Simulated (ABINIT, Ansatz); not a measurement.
# Calculated records

```json
{"subject": "CdBr2 (P6_3mc): one start, several treatments of the self-energy", "lattice_ang": [[3.985, -0.0, 0.0], [-1.9925, 3.4511, 0.0], [0.0, 0.0, 12.561]], "atoms": [["Cd", 0.3333, 0.6667, 0.375], ["Cd", 0.6667, 0.3333, 0.875], ["Br", 0.3333, 0.6667, 0.0], ["Br", 0.6667, 0.3333, 0.5], ["Br", 0.0, 0.0, 0.25], ["Br", 0.0, 0.0, 0.75]], "method": "RPA screening on LDA, plane waves, norm-conserving pseudopotentials (and 3 further levels or steps)", "program": "ABINIT 10.8.3", "settings": "cutoff 47 Ha, PseudoDojo scalar-relativistic 0.4.1 standard, norm-conserving, ngkpt (3, 3, 1), nband 197, ecuteps 5.2 Ha, gwcalctyp 2, nfreqre 16, nfreqim 8, inclvkb 2, freqremax 40 eV, spmeth 1, nomegasf 120, shiftk (0, 0, 0), symchi 1, awtr 1, frequency cd, 3×3×1 k-mesh", "notes": "The database entry behind the starting cell has ideal inner coordinates that were not refined. The program’s warnings: Min real frequency set to default [Ha] = and nproc spkpt=  >= nkpt= * nsppol=. The cell and positions come from the Crystallography Open Database and are kept as given unless a step says otherwise. Limits: no spin-orbit coupling. The 3×3×1 mesh is coarse for this cell, which bears on the long-range parts of exchange and screening.", "results": {"g0w0_godby_needs_plasmon_pole": "4.286 eV", "g0w0_engel_farid_plasmon_pole": "4.258 eV", "g0w0_von_der_linden_horsch_plasmon_pole": "4.343 eV", "one_shot_hartree_fock": "10.647 eV", "g0w0_contour_deformation": "4.198 eV", "known_limits": "short of the basis limit; no spin-orbit coupling; coarse k mesh"}}
```

[Long decimals in the printed logs are rounded to 6 places.]

[Logs are printed without paths, hosts, clocks, repeated set-up lines and the standing remarks that a program may print on its own settings, such as how far it seeks lower states.]

[Paths, hosts, dates, memory and timing lines, banners, echoed tables and standing remarks are left out of the program output; an Ansatz launch command may be rebuilt from the run's recorded settings. Measured values are a selection of at most five: reports struck by readers or far from the other reports are left out. None is set beside runs whose start may be inverted or whose files or cutoffs have a known fault.]

[Runs of the session that timed out or met a known fault of the program may be left out.]

[Hosts, paths, dates, database ids (printed as entryN), source tags and the programs' standing remarks are cut or masked in the printed files.]

[G0W0 gaps are taken among the corrected bands and points alone; a level outside them can change the order at an edge.]

[Where Ansatz stands beside ABINIT at settings called matched, ABINIT's density can come from a denser mesh and the files from another edition; pairs whose starting gaps differed by over 0.03 eV were left out, so agreement reads better than it is.]
